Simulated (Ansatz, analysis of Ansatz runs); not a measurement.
## Migration in GeSe2O6 (P2_1/c): H transfer from O to O, charge +1

How high is the barrier when H changes place in GeSe2O6 (P2_1/c)? The case: H transfer from O to O, charge +1, in a cell of 36 host atoms with 1 H put in.

Program: Ansatz 0.2.0. Level of theory: plane-wave PAW DFT, PBEsol; nudged elastic band between two relaxed defect structures at fixed charge in a uniform background. Results are calculated unless marked as measured.

### Step 1. The structure

The cell holds 37 atoms: 4 Ge, 8 Se, 24 O and 1 H. Cell: a = 8.476 Å, b = 8.476 Å, c = 8.840 Å, α = 70.4°, β = 109.6°, γ = 73.6°. It derives from GeSe2O6 (space group P2_1/c). Nearest the centre at fractional (0.864, 0.320, 0.670): H37 at 0.28 Å, Se7 at 1.13 Å, O32 at 1.28 Å, O24 at 1.30 Å, O15 at 2.25 Å, O14 at 2.63 Å, Ge1 at 2.80 Å, Ge4 at 3.14 Å. The cell carries charge +1.

The cell's shortest repeat is 8.5 Å.

### Step 2. Relaxation of the start point, charge +1

A barrier is counted from a minimum, so both ends are relaxed first. Small random displacements break the symmetry of the ideal sites, so that the defect can distort if it gains by it. The charge of +1 is set by the electron count, and a uniform background keeps the cell neutral.

The input, qp1.start/input.yaml:

```yaml
crystal:
  lattice:
    - [5.07717925, 6.78733022, -0.00408761]
    - [-5.07717925, 6.78733022, 0.00408761]
    - [-4.9500808, 0.0, 7.32442304]
  atoms:
    - { symbol: Ge, position: [0.0, 0.0, 0.0] }
    - { symbol: Ge, position: [0.5, 0.5, 0.0] }
    - { symbol: Ge, position: [0.25, 0.25, 0.5] }
    - { symbol: Ge, position: [0.75, 0.75, 0.5] }
    - { symbol: Se, position: [0.42942194, 0.74584727, 0.1986224] }
    - { symbol: Se, position: [0.92942194, 0.24584727, 0.1986224] }
    - { symbol: Se, position: [0.00415273, 0.32057806, 0.6986224] }
    - { symbol: Se, position: [0.50415273, 0.82057806, 0.6986224] }
    - { symbol: Se, position: [0.07057806, 0.75415273, 0.8013776] }
    - { symbol: Se, position: [0.57057806, 0.25415273, 0.8013776] }
    - { symbol: Se, position: [0.49584727, 0.17942194, 0.3013776] }
    - { symbol: Se, position: [0.99584727, 0.67942194, 0.3013776] }
    - { symbol: O, position: [0.43515533, 0.72813619, 0.00948972] }
    - { symbol: O, position: [0.93515533, 0.22813619, 0.00948972] }
    - { symbol: O, position: [0.02186381, 0.31484467, 0.50948972] }
    - { symbol: O, position: [0.52186381, 0.81484467, 0.50948972] }
    - { symbol: O, position: [0.06484467, 0.77186381, 0.99051028] }
    - { symbol: O, position: [0.56484467, 0.27186381, 0.99051028] }
    - { symbol: O, position: [0.47813619, 0.18515533, 0.49051028] }
    - { symbol: O, position: [0.97813619, 0.68515533, 0.49051028] }
    - { symbol: O, position: [0.11155669, 0.30591946, 0.25454751] }
    - { symbol: O, position: [0.61155669, 0.80591946, 0.25454751] }
    - { symbol: O, position: [0.44408054, 0.63844331, 0.75454751] }
    - { symbol: O, position: [0.94408054, 0.13844331, 0.75454751] }
    - { symbol: O, position: [0.38844331, 0.19408054, 0.74545249] }
    - { symbol: O, position: [0.88844331, 0.69408054, 0.74545249] }
    - { symbol: O, position: [0.05591946, 0.86155669, 0.24545249] }
    - { symbol: O, position: [0.55591946, 0.36155669, 0.24545249] }
    - { symbol: O, position: [0.25120127, 0.96935603, 0.0826288] }
    - { symbol: O, position: [0.75120127, 0.46935603, 0.0826288] }
    - { symbol: O, position: [0.28064397, 0.99879873, 0.5826288] }
    - { symbol: O, position: [0.78064397, 0.49879873, 0.5826288] }
    - { symbol: O, position: [0.24879873, 0.53064397, 0.9173712] }
    - { symbol: O, position: [0.74879873, 0.03064397, 0.9173712] }
    - { symbol: O, position: [0.21935603, 0.50120127, 0.4173712] }
    - { symbol: O, position: [0.71935603, 0.00120127, 0.4173712] }
    - { symbol: H, position: [0.846367, 0.359899, 0.650734] }
total_charge: 1
basis:
  ecutwfc: 420
  xc_grid: 2
hamiltonian:
  xc: pbesol
kpoints:
  mp_grid: { grid: [1, 1, 1] }
scf:
  occupations: { method: fixed }
  max_iter: 100
output:
  forces: true
relax:
  f_tol: 0.02
  max_steps: 70
  random_displacement: { amplitude: 0.03, seed: 9899 }
```

Run with:

```console
$ ansatz run input.yaml --threads 4 --pin off --max-ram 7536MiB --backend cpu --events-out ev --progress --plain --runs-dir out
```

Numbers of over 12 decimals in the logs are rounded to 6 here.

What it wrote:

```text
[... repeated set-up lines and file paths are left out, and long positions are rounded to six places ...]
The last accepted step is kept in <dir> (removed where the run ends without a failure and the disk answers)
Engine: ansatz 0.2.0, aarch64-unknown-linux-gnu
Pseudopotentials: kind: paw
Pseudopotential: Ge, paw, valence charge 14, recommended cutoff 420 eV (normal), Ge.paw.azcp
Pseudopotential: Se, paw, valence charge 16, recommended cutoff 420 eV (normal), Se.paw.azcp
Pseudopotential: O, paw, valence charge 6, recommended cutoff 420 eV (normal), O.paw.azcp
Pseudopotential: H, paw, valence charge 1, recommended cutoff 420 eV (normal), H.paw.azcp
Functional definition: PBEsol
  exchange = pbesol_x
  correlation = pbesol_c
Crystal: 37 atoms, lattice volume = 504.532 Å³
Basis set: ecut = 420 eV, 9837 PW (Γ), exchange–correlation on 120×120×120 points (8 copies of the dense FFT grid, shifted against one another)
Bands: 201, of which v1, the nominal top of the filled ones, is band 164 counted from 1 (163 counted from 0)
Symmetry: 1 space group operations
k-points: 1
Non-local potential: Ge, projectors of the file, l = 0: 2, l = 1: 2, l = 2: 3, l = 3: 1
Non-local potential: Se, projectors of the file, l = 0: 2, l = 1: 2, l = 2: 3, l = 3: 1
Non-local potential: O, projectors of the file, l = 0: 2, l = 1: 2, l = 2: 1
Non-local potential: H, projectors of the file, l = 0: 2, l = 1: 1
PAW form: soft (Blöchl's): semilocal exchange-correlation on the pseudo side does not see the compensation charge
PAW frozen core: Ge, regenerated for the run's functional, and the local potential with it (the file was generated under x = pbe(κ = 0.804, μ = 0.219515), c = pbe(β = 0.066725))
PAW frozen core: Se, regenerated for the run's functional, and the local potential with it (the file was generated under x = pbe(κ = 0.804, μ = 0.219515), c = pbe(β = 0.066725))
PAW frozen core: O, regenerated for the run's functional, and the local potential with it (the file was generated under x = pbe(κ = 0.804, μ = 0.219515), c = pbe(β = 0.066725))
PAW one-centre angular grid: Ge, 590 points (default); XC on 64 Gauss nodes
PAW one-centre angular grid: Se, 590 points (default); XC on 64 Gauss nodes
PAW one-centre angular grid: O, 110 points (default); XC on 64 Gauss nodes
PAW one-centre angular grid: H, 110 points (default); XC on 64 Gauss nodes
Initial density: superposition of atomic densities (neutral atoms scaled as one to the charged cell's electrons: chi_scale 0, normalization atom), corrected by the library's trained network
Initial wavefunctions: pseudopotential atomic-orbital guess
Functional: x = pbesol(κ = 0.804, μ = 0.123457), c = pbesol(β = 0.046)
SCF iter   1: F=—  HF=-73862.198411 eV  |F-HF|=—  |Δ(HF+E_count)|=         —  Δρ=1.56e-2  dr2=1.41e0  ethr=1.77e-3  ⟨swp⟩=4.0  Hψ=632  notcnv=0  defer=35
preconditioner: auto → Resta (q_TF=auto, 2.539 Å⁻¹)  ε∞=3.4  [insulator: Δε(μ)=3.379 eV  Ē_g=16.821 eV  n_scr=140 (ndim 8)  ℏωp=26.0 eV  f_vac=0.198  ε∞_Penn≈3.4]
SCF iter   2: F=—  HF=-73861.795478 eV  |F-HF|=—  |Δ(HF+E_count)|=   4.03e-1  Δρ=6.32e-3  dr2=1.93e-1  ethr=4.29e-4  ⟨swp⟩=3.0  Hψ=348  notcnv=0  defer=35
SCF iter   3: F=—  HF=-73861.727603 eV  |F-HF|=—  |Δ(HF+E_count)|=   6.79e-2  Δρ=2.84e-3  dr2=5.35e-2  ethr=5.89e-5  ⟨swp⟩=3.0  Hψ=298  notcnv=0  defer=35
SCF iter   4: F=—  HF=-73861.707534 eV  |F-HF|=—  |Δ(HF+E_count)|=   2.01e-2  Δρ=1.09e-3  dr2=5.89e-3  ethr=1.63e-5  ⟨swp⟩=3.0  Hψ=336  notcnv=0  defer=35
SCF iter   5: F=—  HF=-73861.707111 eV  |F-HF|=—  |Δ(HF+E_count)|=   4.23e-4  Δρ=5.24e-4  dr2=1.36e-3  ethr=1.79e-6  ⟨swp⟩=2.0  Hψ=298  notcnv=0  defer=35
SCF iter   6: F=—  HF=-73861.707138 eV  |F-HF|=—  |Δ(HF+E_count)|=   2.68e-5  Δρ=1.63e-4  dr2=1.57e-4  ethr=4.13e-7  ⟨swp⟩=2.0  Hψ=336  notcnv=0  defer=35
SCF iter   7: F=—  HF=-73861.707196 eV  |F-HF|=—  |Δ(HF+E_count)|=   5.80e-5  Δρ=6.86e-5  dr2=2.73e-5  ethr=4.79e-8  ⟨swp⟩=2.0  Hψ=334  notcnv=0  defer=35
SCF iter   8: F=-73861.707217 eV  HF=-73861.707217 eV  |F-HF|=1.87e-7  |Δ(HF+E_count)|=   2.06e-5  Δρ=3.91e-5  dr2=8.03e-6  ethr=3.05e-9  ⟨swp⟩=5.0  Hψ=614  notcnv=0
SCF 1 converged in 8 iterations: F = -73861.707217 eV  dr2 = 8.03e-6
  greatest PAW one-centre occupation: 1.000 electrons in one spin orbital (limit 2), on the Se atom at site 6 (counted from 0), in its partial waves of l = 2
relax step   1: F+E_penalty+E_count = -73861.70721676 eV  Δ(F+E_penalty+E_count) = +0.000e0 eV  max|allowed force component| = 1.641e1 eV/Å  Δτ_max = 0.0000 Å  (8 SCF iters, dr2 threshold 1.00e-5 eV, accepted)
[... the SCF cycles and remarks between the steps are left out from here to the last step ...]
relax step   2: F+E_penalty+E_count = -73865.61010955 eV  Δ(F+E_penalty+E_count) = -3.903e0 eV  max|allowed force component| = 7.870e0 eV/Å  Δτ_max = 0.1246 Å  (6 SCF iters, dr2 threshold 1.00e-4 eV, accepted)
relax step   3: F+E_penalty+E_count = -73867.61804376 eV  Δ(F+E_penalty+E_count) = -2.008e0 eV  max|allowed force component| = 3.044e0 eV/Å  Δτ_max = 0.1927 Å  (6 SCF iters, dr2 threshold 1.00e-4 eV, accepted)
relax step   4: F+E_penalty+E_count = -73868.31734697 eV  Δ(F+E_penalty+E_count) = -6.993e-1 eV  max|allowed force component| = 1.669e0 eV/Å  Δτ_max = 0.2000 Å  (6 SCF iters, dr2 threshold 1.00e-4 eV, accepted)
relax step   5: F+E_penalty+E_count = -73868.52773750 eV  Δ(F+E_penalty+E_count) = -2.104e-1 eV  max|allowed force component| = 2.006e0 eV/Å  Δτ_max = 0.2000 Å  (6 SCF iters, dr2 threshold 1.00e-4 eV, accepted)
relax step   6: F+E_penalty+E_count = -73868.77323337 eV  Δ(F+E_penalty+E_count) = -2.455e-1 eV  max|allowed force component| = 1.349e0 eV/Å  Δτ_max = 0.2000 Å  (7 SCF iters, dr2 threshold 1.00e-4 eV, accepted)
relax step   7: F+E_penalty+E_count = -73868.97041240 eV  Δ(F+E_penalty+E_count) = -1.972e-1 eV  max|allowed force component| = 7.390e-1 eV/Å  Δτ_max = 0.1933 Å  (6 SCF iters, dr2 threshold 1.00e-4 eV, accepted)
relax step   8: F+E_penalty+E_count = -73869.04679839 eV  Δ(F+E_penalty+E_count) = -7.639e-2 eV  max|allowed force component| = 6.067e-1 eV/Å  Δτ_max = 0.2000 Å  (6 SCF iters, dr2 threshold 1.00e-4 eV, accepted)
relax step   9: F+E_penalty+E_count = -73869.03205269 eV  Δ(F+E_penalty+E_count) = +1.475e-2 eV  max|allowed force component| = 1.355e0 eV/Å  Δτ_max = 0.1751 Å  (6 SCF iters, dr2 threshold 1.00e-4 eV, rejected (line search))
relax step  10: F+E_penalty+E_count = -73869.08463240 eV  Δ(F+E_penalty+E_count) = -3.783e-2 eV  max|allowed force component| = 1.385e-1 eV/Å  Δτ_max = 0.0847 Å  (9 SCF iters, accepted)
[...]
relax step  21: F+E_penalty+E_count = -73869.18694767 eV  Δ(F+E_penalty+E_count) = -6.378e-3 eV  max|allowed force component| = 2.893e-2 eV/Å  Δτ_max = 0.0679 Å  (9 SCF iters, accepted)
relax step  22: F+E_penalty+E_count = -73869.19057494 eV  Δ(F+E_penalty+E_count) = -3.627e-3 eV  max|allowed force component| = 6.547e-2 eV/Å  Δτ_max = 0.0956 Å  (9 SCF iters, accepted)
relax step  23: F+E_penalty+E_count = -73869.19320055 eV  Δ(F+E_penalty+E_count) = -2.626e-3 eV  max|allowed force component| = 2.126e-1 eV/Å  Δτ_max = 0.1467 Å  (9 SCF iters, accepted)
relax step  24: F+E_penalty+E_count = -73869.19444152 eV  Δ(F+E_penalty+E_count) = -1.241e-3 eV  max|allowed force component| = 6.540e-2 eV/Å  Δτ_max = 0.0145 Å  (4 SCF iters, dr2 threshold 4.52e-5 eV, accepted)
relax step  25: F+E_penalty+E_count = -73869.19467826 eV  Δ(F+E_penalty+E_count) = -2.367e-4 eV  max|allowed force component| = 5.100e-2 eV/Å  Δτ_max = 0.0071 Å  (6 SCF iters, dr2 threshold 4.05e-7 eV, accepted)
SCF iter   1: F=—  HF=-73869.194635 eV  |F-HF|=—  |Δ(HF+E_count)|=         —  Δρ=6.68e-4  dr2=6.11e-4  ethr=2.03e-6  ⟨swp⟩=3.0  Hψ=382  notcnv=0  defer=35
SCF iter   2: F=—  HF=-73869.194533 eV  |F-HF|=—  |Δ(HF+E_count)|=   1.02e-4  Δρ=3.36e-4  dr2=1.60e-4  ethr=1.86e-7  ⟨swp⟩=1.0  Hψ=219  notcnv=0  defer=32
SCF iter   3: F=—  HF=-73869.194531 eV  |F-HF|=—  |Δ(HF+E_count)|=   1.97e-6  Δρ=1.19e-4  dr2=6.06e-5  ethr=4.89e-8  ⟨swp⟩=2.0  Hψ=294  notcnv=0  defer=31
SCF iter   4: F=—  HF=-73869.194801 eV  |F-HF|=—  |Δ(HF+E_count)|=   2.70e-4  Δρ=2.30e-5  dr2=2.20e-6  ethr=1.85e-8  ⟨swp⟩=2.0  Hψ=262  notcnv=0  defer=31
SCF iter   5: F=—  HF=-73869.194802 eV  |F-HF|=—  |Δ(HF+E_count)|=   6.83e-7  Δρ=1.26e-5  dr2=7.30e-7  ethr=6.70e-10  ⟨swp⟩=2.0  Hψ=274  notcnv=0  defer=31
SCF iter   6: F=-73869.194802 eV  HF=-73869.194802 eV  |F-HF|=2.20e-8  |Δ(HF+E_count)|=   6.49e-8  Δρ=3.82e-6  dr2=7.40e-8  ethr=3.05e-11  ⟨swp⟩=3.0  Hψ=657  notcnv=0
SCF 26 converged in 6 iterations: F = -73869.194802 eV  dr2 = 7.40e-8
relax step  26: F+E_penalty+E_count = -73869.19480182 eV  Δ(F+E_penalty+E_count) = -1.236e-4 eV  max|allowed force component| = 1.133e-2 eV/Å  Δτ_max = 0.0077 Å  (6 SCF iters, accepted)
SCF converged after 6 iterations
Free energy (F): -73869.194802 eV
Harris-Foulkes:  -73869.194802 eV  (|F-HF|=2.20e-8)
Internal energy: -73869.194802 eV  (E = F + TS)
E sigma→0 (E₀):  -73869.194802 eV
Fermi energy:    4.601159 eV
--- Per-component energies (eV) ---
  E_band       = -4792.266755
  E_kinetic    = 5569.158917
  E_local      = -44995.103641  (includes V_loc(G=0)·N_el)
  E_nonlocal   = -1808.916187
  E_hartree    = 20093.727915
  E_xc         = -2851.345680
  E_vxc        = -3258.398519  (∫ρ·V_xc dr)
  E_paw        = -26583.509936  (= ΣΔE_a)
  E_vpaw       = -486.514413  (= ΣTr[D̂ρ^β])
  E_aug_tail   = 0.053505  (compensation charges beyond the density's cutoff)
  E_ewald      = -23305.845953
  E_core_change = 12.586258  (= ΣΔE_core)
  E_smearing   = -0.000000  (= −TS)
  E_closure    = -0.000000  (closes the sum)
  E_deformation_potential = 12.578827  (in the stress; not in F)
  Σ components = -73869.194802   (vs F -73869.194802, Δ=0.00e0)
--- Forces (eV/Å), atoms counted from 1 ---
  atom   1  Ge     0.00142695     0.00013472    -0.00018513
  atom   2  Ge     0.00095919     0.00259626    -0.00062869
  atom   3  Ge    -0.00451912    -0.00339437     0.00244069
  atom   4  Ge     0.00838175    -0.01063934     0.00698182
  atom   5  Se     0.00129571     0.00122534    -0.00277981
  atom   6  Se     0.00238460     0.00790670    -0.00868149
  atom   7  Se    -0.01132859    -0.00492499    -0.00110171
  atom   8  Se     0.00095512    -0.00379850     0.00188500
  atom   9  Se    -0.00562058     0.00073800    -0.00821784
  atom  10  Se     0.00138606     0.00618380    -0.00424423
  atom  11  Se    -0.00239105     0.00025388     0.00450416
  atom  12  Se    -0.00189701     0.00156544     0.00222173
  atom  13  O     -0.00004869    -0.00013164    -0.00011326
  atom  14  O     -0.00234354    -0.00072787     0.00309795
  atom  15  O      0.00488354     0.00241790    -0.00431608
  atom  16  O      0.00052201     0.00370550    -0.00069851
  atom  17  O     -0.00006390    -0.00061954     0.00149757
  atom  18  O     -0.00129654    -0.00130137     0.00110237
  atom  19  O      0.00297253    -0.00055335    -0.00280378
  atom  20  O     -0.00155566     0.00340779    -0.00193054
  atom  21  O      0.00153788    -0.00083296    -0.00083271
  atom  22  O     -0.00490696     0.00258332    -0.00184828
  atom  23  O      0.00151409    -0.00030168    -0.00022157
  atom  24  O      0.00155756    -0.00202629     0.00284891
  atom  25  O      0.00118057     0.00155692     0.00238689
  atom  26  O     -0.00441956     0.00109758    -0.00309620
  atom  27  O     -0.00079770     0.00197139    -0.00183566
  atom  28  O      0.00028248    -0.00304808     0.00168795
  atom  29  O     -0.00119953    -0.00054444     0.00047133
  atom  30  O     -0.00060303    -0.00383248    -0.00027314
  atom  31  O      0.00107995     0.00023554     0.00258679
  atom  32  O      0.00838484     0.00252611     0.00466942
  atom  33  O      0.00119504     0.00145500     0.00118667
  atom  34  O     -0.00326608    -0.00139631    -0.00219709
  atom  35  O      0.00208036    -0.00045349     0.00229433
  atom  36  O      0.00259683    -0.00389669     0.00324610
  atom  37  H     -0.00031103     0.00076978     0.00079594
  max |Σ_I F_I| component: 1.00e-4 eV/Å
--- Relaxed structure (26 steps of the walk, 23 accepted, 0 SCFs on fresh bases) ---
  F+E_penalty+E_count = -73869.19480182 eV   max|allowed force component| = 1.133e-2 eV/Å
  atoms:
    - { symbol: Ge, position: [0.003764, -0.009363, 0.006090] }
    - { symbol: Ge, position: [0.498366, 0.502531, -0.006552] }
    - { symbol: Ge, position: [0.252205, 0.249724, 0.490992] }
    - { symbol: Ge, position: [0.750376, 0.764304, 0.493607] }
    - { symbol: Se, position: [0.429348, 0.734683, 0.201443] }
    - { symbol: Se, position: [0.925837, 0.245136, 0.191564] }
    - { symbol: Se, position: [0.042334, 0.288187, 0.716071] }
    - { symbol: Se, position: [0.505631, 0.825707, 0.695056] }
    - { symbol: Se, position: [0.075158, 0.756152, 0.802939] }
    - { symbol: Se, position: [0.571468, 0.252118, 0.799038] }
    - { symbol: Se, position: [0.489638, 0.185404, 0.289354] }
    - { symbol: Se, position: [0.991019, 0.675222, 0.299909] }
    - { symbol: O, position: [0.429539, 0.729078, 0.005895] }
    - { symbol: O, position: [0.929915, 0.229020, -0.001254] }
    - { symbol: O, position: [0.022786, 0.315083, 0.510677] }
    - { symbol: O, position: [0.528619, 0.811440, 0.509414] }
    - { symbol: O, position: [0.072492, 0.763459, 0.997334] }
    - { symbol: O, position: [0.567497, 0.270888, 0.987745] }
    - { symbol: O, position: [0.479048, 0.181351, 0.484068] }
    - { symbol: O, position: [0.978192, 0.673035, 0.494322] }
    - { symbol: O, position: [0.108144, 0.305060, 0.248714] }
    - { symbol: O, position: [0.622829, 0.779091, 0.266135] }
    - { symbol: O, position: [0.451510, 0.639089, 0.751902] }
    - { symbol: O, position: [0.968438, 0.119348, 0.763083] }
    - { symbol: O, position: [0.388248, 0.192950, 0.738799] }
    - { symbol: O, position: [0.884111, 0.708297, 0.738175] }
    - { symbol: O, position: [0.046059, 0.861409, 0.245607] }
    - { symbol: O, position: [0.549803, 0.366773, 0.237300] }
    - { symbol: O, position: [0.256042, 0.960266, 0.096304] }
    - { symbol: O, position: [0.750795, 0.468576, 0.079835] }
    - { symbol: O, position: [0.279835, 1.000421, 0.576459] }
    - { symbol: O, position: [0.803063, 0.480707, 0.617788] }
    - { symbol: O, position: [0.247511, 0.531460, 0.907348] }
    - { symbol: O, position: [0.749747, 0.029690, 0.908075] }
    - { symbol: O, position: [0.216252, 0.500222, 0.411588] }
    - { symbol: O, position: [0.715109, 0.010173, 0.397963] }
    - { symbol: H, position: [0.788587, 0.457044, 0.729115] }
```

Elapsed: 57 s, on 4 threads of Arm Neoverse V1, shared host; peak memory 0.66 GiB; 3.4 min of CPU time.

(Continued in part 2 of 4.)

[Logs are printed without paths, hosts, clocks, repeated set-up lines and the standing remarks that a program may print on its own settings, such as how far it seeks lower states.]

[Hosts, paths, dates, database ids (printed as entryN), source tags and the programs' standing remarks are cut or masked in the printed files.]
